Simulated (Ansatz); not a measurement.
# Zn3Br, from a guessed structure to a relaxed one, part 2 of 2

Starting from a made-up structure for Zn3Br, the aim is the relaxed cell, its shortest contacts and, where a second run follows, its electronic structure.

Ansatz 0.2.0; DFT, r2SCAN, plane-wave PAW, files of the set soft_1, scalar-relativistic, no spin, cell and ions relaxed at zero pressure; PAW set soft_1 (the session's first sound run).

So far: The starting structure; Relaxing cell and atoms. The relaxed cell has a = 7.012 Å (conventional setting).

## (3) Electronic structure of the relaxed cell

With the geometry fixed, one more self-consistent run, with a narrower smearing and the mesh shown in its input, gives the bands, and its pressure, and its forces where symmetry allows any, show how far the geometry depends on these settings.

This step: DFT, r2SCAN, plane-wave PAW, files of the set soft_1, scalar-relativistic, no spin, bands and density of states at the relaxed cell; PAW set soft_1 (Ansatz 0.2.0).

Input file input.yaml:

```yaml
crystal:
  lattice:
    - [0.0, 3.5061245476, 3.5061245476]
    - [3.5061245476, 0.0, 3.5061245476]
    - [3.5061245476, 3.5061245476, 0.0]
  atoms:
    - { symbol: Br, position: [0.0, 0.0, 0.0] }
    - { symbol: Zn, position: [0.5, 0.5, 0.5] }
    - { symbol: Zn, position: [0.75, 0.75, 0.75] }
    - { symbol: Zn, position: [0.25, 0.25, 0.25] }
kpoints:
  mp_grid: { grid: [8, 8, 8] }
  band_path:
    path:
      - [[0.0, 0.0, 0.0], [0.5, 0.0, 0.5], [0.5, 0.25, 0.75], [0.375, 0.375, 0.75], [0.0, 0.0, 0.0], [0.5, 0.5, 0.5], [0.625, 0.25, 0.625], [0.5, 0.25, 0.75], [0.5, 0.5, 0.5], [0.375, 0.375, 0.75]]
      - [[0.625, 0.25, 0.625], [0.5, 0.0, 0.5]]
    npoints: 8
scf:
  occupations: { method: fermi_dirac, width: 0.03 }
  n_extra_bands: 8
hamiltonian:
  xc: r2scan
  pseudopotentials: { kind: paw, azcp: { folder: soft_1 } }
output:
  forces: true
  stress: true
  write_bands: true
  dos: { projected: true }
  write_density: true
  write_potential: true
  elf: true
  volumetric_format: npy
```

The run is started by

```sh
$ ansatz run input.yaml --threads 4 --pin off --max-ram 8192MiB --backend cpu --events-out ev --progress --plain --runs-dir out
```

Numbers of over 12 decimals in the logs are rounded to 6 here.

Output:

```text
[...]
Crystal: 4 atoms, lattice volume = 86.201 Å³
Basis set: ecut = 500 eV, 2133 PW (Γ), exchange–correlation on 160×160×160 points (64 copies of the dense FFT grid, shifted against one another)
Bands: 30, of which v1, the nominal top of the filled ones, is band 22 counted from 1 (21 counted from 0)
Symmetry: 48 space group operations
[...]
k-points: 29 of 512
[...]
SCF iter   1: F=—  HF=-12769.242362 eV  |F-HF|=—  |Δ(HF+E_count)|=         —  Δρ=6.03e-2  dr2=3.56e0  dr2_τ=3.67e-2  ethr=3.10e-3  ⟨swp⟩=6.7  Hψ=4085  notcnv=0
[...]
SCF iter  10: F=-12768.288355 eV  HF=-12768.288355 eV  |F-HF|=9.56e-9  |Δ(HF+E_count)|=   1.63e-7  Δρ=6.13e-6  dr2=5.64e-8  dr2_τ=1.36e-9  ethr=2.33e-10  ⟨swp⟩=14.4  Hψ=6546  notcnv=0
SCF 1 converged in 10 iterations: F = -12768.288355 eV  dr2 = 5.64e-8
[...]
NSCF: frozen V_eff on 82 k-points
SCF converged after 10 iterations
Free energy (F): -12768.288355 eV
[...]
Internal energy: -12768.282594 eV  (E = F + TS)
E sigma→0 (E₀):  -12768.285474 eV
Entropy (-TS):   -0.005760 eV (-1.440 meV/atom)
Fermi energy:    6.739297 eV
[...]
--- Stress (GPa, compression-positive) ---
       -0.101022       0.000000       0.000000
        0.000000      -0.101022      -0.000000
        0.000000      -0.000000      -0.101022
  P = ⅓ Tr σ = -0.1010 GPa (-1.010 kbar)
--- Band table (eV; the first three rows and the last of 29) ---
  k-point 0: bands = [... 18 lower, 3.1367, 3.1367, 7.5898, 8.8723, 8.8723, 8.8723, 10.1110, 10.1606, ... 4 higher]
  k-point 1: bands = [... 18 lower, 3.1005, 3.2797, 6.8778, 8.5701, 8.8198, 8.8198, 10.1149, 10.1642, ... 4 higher]
  k-point 2: bands = [... 18 lower, 3.0207, 3.5208, 6.1145, 7.9360, 8.4969, 8.4969, 10.6345, 10.6345, ... 4 higher]
  k-point 28: bands = [... 18 lower, 1.5642, 4.9422, 6.4758, 6.4758, 7.1279, 10.6467, 10.6467, 14.1622, ... 4 higher]
```

It took 4.4 s on 4 threads of AMD EPYC 7B13 (Zen 3), shared host; peak memory 0.75 GiB; 16 s of CPU time.

The column dr2 measures how far the density is from self-consistency, as an energy; F and HF (Harris–Foulkes) agree once it is small.

This step gave:

```yaml
free_energy: -12768.2884 eV
energy_at_zero_smearing: -12768.2855 eV
smearing_term_ts: 0.005760 eV
fermi_energy: 6.739 eV
pressure: -0.1010 GPa
```

bands.tsv at the labelled points (eV, zero at the Fermi level; the bands that come nearest the Fermi level along the path):

```
point  band 18  band 19  band 20  band 21  band 22  band 23  band 24  band 25
    Γ    -3.60    -3.60    -3.60     0.85     2.13     2.13     2.13     3.37
    X    -4.60    -4.60    -3.36    -1.49     0.45     2.56     2.56     5.31
    W    -5.47    -5.18    -1.80    -0.26    -0.26     0.39     3.91     3.91
    K    -5.62    -4.35    -2.51    -0.88     0.13     1.85     2.20     5.61
    Γ    -3.60    -3.60    -3.60     0.85     2.13     2.13     2.13     3.37
    L    -3.81    -3.81    -3.22    -0.97     1.25     1.25     1.35     4.96
    U    -5.62    -4.35    -2.51    -0.88     0.13     1.85     2.20     5.61
    W    -5.47    -5.18    -1.80    -0.26    -0.26     0.39     3.91     3.91
    L    -3.81    -3.81    -3.22    -0.97     1.25     1.25     1.35     4.96
    K    -5.62    -4.35    -2.51    -0.88     0.13     1.85     2.20     5.61
    U    -5.62    -4.35    -2.51    -0.88     0.13     1.85     2.20     5.61
    X    -4.60    -4.60    -3.36    -1.49     0.45     2.56     2.56     5.31
```

States per cell as run, both spins, in windows of 1 eV, from dos.tsv (zero at the Fermi level):

| from | to | total |
| --- | --- | --- |
| -8 | -7 | 12.17 |
| -7 | -6 | 18.83 |
| -6 | -5 | 1.56 |
| -5 | -4 | 2.52 |
| -4 | -3 | 1.10 |
| -3 | -2 | 1.51 |
| -2 | -1 | 1.38 |
| -1 | 0 | 2.00 |
| 0 | 1 | 0.88 |
| 1 | 2 | 1.83 |
| 2 | 3 | 1.75 |
| 3 | 4 | 1.13 |
| 4 | 5 | 1.62 |
| 5 | 6 | 1.52 |

Below -8 eV lie 2.0 more states.

Valence density in the ac plane of the conventional cell at fractional y = 0.000, with atoms of Br and Zn within 0.2 Å of it. It is the smooth field of the valence electrons, not physical close to the nuclei.

Ten steps, logarithmic in the rise over the least value, from '0' (0 e/Å³) to '9' (33 e/Å³), each cell a mean:
```
13210001378521001232
33210001234310000123
22100000111100000112
11000000000000000001
00000000000000000000
00000000000000000000
10000000111110000001
22100001223211000012
64200012332321000135
96210012310231000148
85210012321321000137
43100001233321000123
11000001122210000011
00000000011100000000
00000000000000000000
00000000000000000000
11100000011000000011
32110000122210000122
23210001356420001233
02310001489621001231
```
Columns run along a (7.0 Å), rows up along c (7.0 Å), edges of the conventional cell, whose origin can differ from the input's. Atoms in or near the plane, at fractional coordinates: Br at (0.00, 0.00), Br at (0.50, 0.50), Zn at (0.50, 0.00), Zn at (0.00, 0.50).

ELF in the ac plane of the conventional cell at fractional y = 0.000, with atoms of Br and Zn within 0.2 Å of it. It is the smooth field of the valence electrons, not physical close to the nuclei.

Ten even steps from '_' (0.00) to '@' (0.85), each cell a mean:
```
..**@@%%--....::..______::::....++@@@@--
%%@@@@**::..::::::......::::....==%%@@@@
@@@@##--....::::::::::::::::....::++%%@@
**++--........::::....::::........::==++
........................................
................::----::................
::::::::......--**%%%%##++::......::::::
..::::::....--##@@@@@@@@%%++....::::::::
__..::::....++@@@@**++%%@@##::..::::..__
____..::....**@@%%..__++@@%%--....::..__
____::::....++@@@@--..**@@%%--....::..__
....::::....==%%@@@@%%@@@@**::..::::::..
::::::::....::++%%@@@@@@##--....::::::::
..::::........::==++**++--........::::..
........................................
--::................................::--
%%##++::......::::::::::::::......--**%%
@@@@%%++....::::::::..::::::....--##@@@@
++%%@@##::..::::..____..::::....++@@@@**
__++@@%%--....::..______..::....**@@%%..
```
Columns run along a (7.0 Å), rows up along c (7.0 Å), edges of the conventional cell, whose origin can differ from the input's. Atoms in or near the plane, at fractional coordinates: Br at (0.00, 0.00), Br at (0.50, 0.50), Zn at (0.50, 0.00), Zn at (0.00, 0.50).

Electrostatic potential energy in the ac plane of the conventional cell at fractional y = 0.000, with atoms of Br and Zn within 0.2 Å of it. With pseudopotentials it is smooth inside the atoms' cores, unlike the true potential.

Ten even steps from '0' (-58 eV) to '9' (10 eV), each cell a mean:
```
01699998400269999830
35899999743589999963
78999999988899999998
99999999999999999999
99999999999999999999
99999999999999999999
99999999999999999999
67999999865799999986
13799998511379999852
01699997300159999830
02699998300169999840
35899999633589999974
88999999987899999998
99999999999999999999
99999999999999999999
99999999999999999999
99999999999999999999
57999999866799999986
13799998521379999851
01599998300169999730
```
Columns run along a (7.0 Å; values clipped at the 3rd and 97th percentile), rows up along c (7.0 Å), edges of the conventional cell, whose origin can differ from the input's. Atoms in or near the plane, at fractional coordinates: Br at (0.00, 0.00), Br at (0.50, 0.50), Zn at (0.50, 0.00), Zn at (0.00, 0.50).

## (4) Results

* space group, relaxed: Fm-3m
* conventional cell: a = 7.012, b = 7.012, c = 7.012 Å; α = 90.0°, β = 90.0°, γ = 90.0°
* volume per atom: 21.55 Å³ (guess 21.47)

**Reading.** Zn3Br relaxes to Fm-3m with a = 7.012, b = 7.012 and c = 7.012 Å. The guessed volume was near the relaxed one. The space group Fm-3m was held in the relaxation, so the end point is a stationary structure within it and may be a saddle against distortions or other arrangements. Bands cross the Fermi level, so it is a metal or semimetal at this level. The electron count is odd, which forces that without spin polarisation or a larger cell. On the 8×8×8 mesh with the narrower smearing (relaxed on 7×7×7) the forces vanish, as symmetry may demand, and the largest stress component is 0.101 GPa, against the relaxation's thresholds of 0.015 eV/Å and 0.05 GPa. The cutoff wasn't tested. No dispersion term is used, so weakly bound directions may come out too long. Nothing here tests whether the compound is stable against decomposition.

[Logs are printed without paths, hosts, clocks, repeated set-up lines and the standing remarks that a program may print on its own settings, such as how far it seeks lower states.]

[Hosts, paths, dates, database ids (printed as entryN), source tags and the programs' standing remarks are cut or masked in the printed files.]
